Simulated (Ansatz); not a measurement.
**Tl (P6_3/mmc): phonons along a line and the smearing**

Wanted: frequencies of Tl (P6_3/mmc) solved wavevector by wavevector at several smearings. The first relaxation steps of the session are not shown, so no cell shown is the starting entry, unless a step says so.

Program: Ansatz 0.2.0. Level of theory: DFT PBE, scalar-relativistic, plane waves, PAW. Results are calculated unless marked as measured.

Most raw output is cut from this account.

## (1) The cell after earlier relaxation steps

The structure is hexagonal, space group P6_3/mmc (No. 194). The conventional cell has a = 3.567 Å, b = 3.567 Å, c = 5.682 Å, α = 90.00°, β = 90.00°, γ = 120.00°. Tl has 12 Tl at 3.51 to 3.57 Å nearest.

## (2) Relaxing tightly for phonons

Residual forces and stress shift phonon frequencies, so the cell is relaxed again, with tight thresholds and the mesh and smearing of this input. Earlier relaxation steps are not shown.

The input, input.yaml:

```yaml
crystal:
  lattice:
    - [3.5667937653, 0.0, 0.0]
    - [-1.7833968826, 3.0889340108, 0.0]
    - [0.0, 0.0, 5.6819085225]
  atoms:
    - { symbol: Tl, position: [0.3333333333, 0.6666666667, 0.25] }
    - { symbol: Tl, position: [0.6666666667, 0.3333333333, 0.75] }
kpoints:
  mp_grid: { grid: [9, 9, 6] }
hamiltonian:
  xc: pbe
scf:
  occupations: { method: methfessel_paxton, width: 0.2 }
output:
  forces: true
  stress: true
  eigenvalues: true
relax:
  adjacent_minimum: "off"
  f_tol: 0.001
  max_steps: 60
  cell: { stress_tol: 0.01 }
```

The run is started by

```console
$ ansatz run input.yaml --threads 4 --pin off --max-ram 8192MiB --backend cpu --events-out ev --progress --plain --runs-dir out
```

Run time: 2.2 s. Hardware: 4 threads of Arm Neoverse V2, shared host; peak memory 0.36 GiB.

Step by step:

| step | energy less that of the first step (eV) | largest force component (eV/Å) | pressure (GPa) | volume (Å³) |
| --- | --- | --- | --- | --- |
| 1 | 0.0000 | 0.0000 | -0.01 | 62.60 |
| 2 | 0.0000 | 0.0000 | 0.00 | 62.59 |
| 3 | 0.0000 | 0.0000 | -0.01 | 62.62 |
| 4 | 0.0000 | 0.0000 | -0.01 | 62.62 |

The log counts 1 steps on a newly chosen plane-wave basis, not all of them marked here; energy and pressure can jump at such steps.

| conventional cell, symmetrised | before | after | change |
| --- | --- | --- | --- |
| a (Å) | 3.567 | 3.571 | +0.1 % |
| b (Å) | 3.567 | 3.571 | +0.1 % |
| c (Å) | 5.682 | 5.671 | -0.2 % |
| volume (Å³/atom) | 31.30 | 31.31 | +0.0 % |

The relaxed structure:

```xyz
2
Lattice="3.5707 0.0000 0.0000 -1.7853 3.0923 0.0000 0.0000 0.0000 5.6711" Properties=species:S:1:pos:R:3 pbc="T T T"
Tl    0.0000    2.0615    1.4178
Tl    1.7853    1.0308    4.2533
```

This step gave:

* pressure: -0.006823 GPa
* volume per atom: 31.31 Å³
* metallic on mesh: yes
* gap on the k-mesh: 0 eV

The largest force is now zero by symmetry and the largest stress component 0.0070 GPa, small enough for phonons.

## (3) Wavevectors along a line: Fermi–Dirac smearing of 0.1 eV

Each wavevector is solved by itself, so no interpolation smooths a dip of the branch.

The input, input.yaml:

```yaml
crystal:
  lattice:
    - [3.5706959507, 0.0, 0.0]
    - [-1.7853479753, 3.0923134025, 0.0]
    - [0.0, 0.0, 5.6710932637]
  atoms:
    - { symbol: Tl, position: [0.3333333333, 0.6666666667, 0.25] }
    - { symbol: Tl, position: [0.6666666667, 0.3333333333, 0.75] }
kpoints:
  mp_grid: { grid: [18, 18, 10] }
hamiltonian:
  xc: pbe
scf:
  occupations: { method: fermi_dirac, width: 0.1 }
output:
  eigenvalues: true
phonons:
  method: dfpt
  qpoints:
    - [0, 0, 0]
    - [0.166666667, 0.0, 0.0]
    - [0.333333333, 0.0, 0.0]
    - [0.5, 0.0, 0.0]
```

Elapsed: 2.5 min, on 4 threads; peak memory 4.2 GiB.

Each wavevector solved by linear response. Frequency against |q| along the line:

| \|q\| along the line (Å⁻¹) | mode 1 (cm⁻¹) | mode 2 (cm⁻¹) | mode 3 (cm⁻¹) | mode 4 (cm⁻¹) | mode 5 (cm⁻¹) | mode 6 (cm⁻¹) |
| --- | --- | --- | --- | --- | --- | --- |
| 0.000 | 0 | 0 | 0 | 28.1 | 28.1 | 77.6 |
| 0.339 | 9.41 | 14.9 | 29.2 | 32.2 | 41.4 | 72.5 |
| 0.677 | 17.6 | 25.4 | 38.7 | 50.4 | 57.6 | 62.1 |
| 1.016 | 22.1 | 33.9 | 40.1 | 55.2 | 61.0 | 63.2 |

## (4) Phonons along a line: Fermi–Dirac smearing of 0.25 eV

input.yaml: that of step 3 with these lines changed.

```diff
@@ -13,3 +13,3 @@
 scf:
-  occupations: { method: fermi_dirac, width: 0.1 }
+  occupations: { method: fermi_dirac, width: 0.25 }
 output:
```

Wider smearing eases the sum over k-points of a metal but moves the result away from its zero-temperature value.

Elapsed: 2.6 min, on 4 threads; peak memory 4.4 GiB; 10 min of CPU time.

Each wavevector solved by linear response. Frequency against |q| along the line:

| \|q\| along the line (Å⁻¹) | mode 1 (cm⁻¹) | mode 2 (cm⁻¹) | mode 3 (cm⁻¹) | mode 4 (cm⁻¹) | mode 5 (cm⁻¹) | mode 6 (cm⁻¹) |
| --- | --- | --- | --- | --- | --- | --- |
| 0.000 | 0 | 0 | 0 | 27.0 | 27.0 | 76.3 |
| 0.339 | 8.98 | 13.3 | 28.5 | 31.4 | 40.6 | 71.4 |
| 0.677 | 17.3 | 25.3 | 38.0 | 49.3 | 57.3 | 61.1 |
| 1.016 | 21.4 | 33.6 | 40.6 | 54.4 | 59.9 | 63.8 |

Against step 3 (now smearing width 0.25 eV), the free energy moves by -43.0 meV an atom.

## (5) Phonons along a line: Fermi–Dirac smearing of 0.04 eV

input.yaml: that of step 4 with these lines changed.

```diff
@@ -13,3 +13,3 @@
 scf:
-  occupations: { method: fermi_dirac, width: 0.25 }
+  occupations: { method: fermi_dirac, width: 0.04 }
 output:
```

Narrower smearing comes nearer the zero-temperature value but asks more of the mesh.

It took 2.4 min on 4 threads; peak memory 4.2 GiB.

Each wavevector solved by linear response. The frequency by |q| along the line:

| \|q\| along the line (Å⁻¹) | mode 1 (cm⁻¹) | mode 2 (cm⁻¹) | mode 3 (cm⁻¹) | mode 4 (cm⁻¹) | mode 5 (cm⁻¹) | mode 6 (cm⁻¹) |
| --- | --- | --- | --- | --- | --- | --- |
| 0.000 | 0 | 0 | 0 | 30.2 | 30.2 | 78.1 |
| 0.339 | 9.73 | 15.7 | 29.8 | 32.5 | 41.2 | 73.2 |
| 0.677 | 18.1 | 26.1 | 39.3 | 51.0 | 57.9 | 62.9 |
| 1.016 | 21.9 | 34.5 | 41.3 | 55.7 | 61.0 | 62.3 |

Against step 3 (now smearing width 0.04 eV), the free energy moves by +6.3 meV an atom.

## (6) Wavevectors along a line: Methfessel–Paxton smearing of 0.2 eV

input.yaml: that of step 5 with these lines changed.

```diff
@@ -13,3 +13,3 @@
 scf:
-  occupations: { method: fermi_dirac, width: 0.04 }
+  occupations: { method: methfessel_paxton, width: 0.2 }
 output:
```

Elapsed: 2.5 min, on 4 threads; peak memory 4.3 GiB.

Each wavevector solved by linear response. Frequency against |q| along the line:

| \|q\| along the line (Å⁻¹) | mode 1 (cm⁻¹) | mode 2 (cm⁻¹) | mode 3 (cm⁻¹) | mode 4 (cm⁻¹) | mode 5 (cm⁻¹) | mode 6 (cm⁻¹) |
| --- | --- | --- | --- | --- | --- | --- |
| 0.000 | 0 | 0 | 0 | 28.5 | 28.5 | 78.2 |
| 0.339 | 9.43 | 15.6 | 29.5 | 32.1 | 41.1 | 73.0 |
| 0.677 | 18.1 | 25.9 | 39.1 | 50.7 | 57.5 | 62.8 |
| 1.016 | 22.3 | 34.4 | 40.5 | 55.6 | 61.1 | 62.4 |

Against step 3 (now occupations Methfessel-Paxton and smearing width 0.2 eV), the free energy moves by +7.6 meV an atom.

## (7) Smearing and the soft branch

Lowest frequency against |q| along the line:

| \|q\| along the line (Å⁻¹) | fermi dirac 0.1 eV, k 18x18x10 (cm⁻¹) | fermi dirac 0.25 eV, k 18x18x10 (cm⁻¹) | fermi dirac 0.04 eV, k 18x18x10 (cm⁻¹) | methfessel paxton 0.2 eV, k 18x18x10 (cm⁻¹) |
| --- | --- | --- | --- | --- |
| 0.000 | 0 | 0 | 0 | 0 |
| 0.339 | 9.41 | 8.98 | 9.73 | 9.43 |
| 0.677 | 17.6 | 17.3 | 18.1 | 18.1 |
| 1.016 | 22.1 | 21.4 | 21.9 | 22.3 |

## (8) Results

```json
{
 "phonon run of the rows without a label of their own": "PBE, k 18×18×10",
 "lowest branch at the last solved point, Fermi–Dirac 0.1 eV": "22.1 cm⁻¹ at |q| = 1.02 Å⁻¹",
 "lowest branch at the last solved point, Fermi–Dirac 0.25 eV": "21.4 cm⁻¹ at |q| = 1.02 Å⁻¹",
 "lowest branch at the last solved point, Fermi–Dirac 0.04 eV": "21.9 cm⁻¹ at |q| = 1.02 Å⁻¹",
 "lowest branch at the last solved point, Methfessel–Paxton 0.2 eV": "22.3 cm⁻¹ at |q| = 1.02 Å⁻¹"
}
```

What this shows: No branch softens by more than 4 % of the top frequency as the smearing narrows, so no anomaly that hangs on the smearing shows at these points. The line holds 4 wavevectors, so a narrow dip between them would be missed. Between Fermi–Dirac 0.25 eV and Fermi–Dirac 0.04 eV the largest change, with modes counted by rank of frequency, is in mode 4 at |q| = 0 Å⁻¹, from 27.0 to 30.2 cm⁻¹. Where branches cross, a count by rank can hide a softening. At the narrowest width the k mesh may not resolve the Fermi surface, so part of the change can be mesh noise. Spin–orbit coupling, left out here, matters for Tl.

[Logs are printed without paths, hosts, clocks, repeated set-up lines and the standing remarks that a program may print on its own settings, such as how far it seeks lower states.]

[Hosts, paths, dates, database ids (printed as entryN), source tags and the programs' standing remarks are cut or masked in the printed files.]
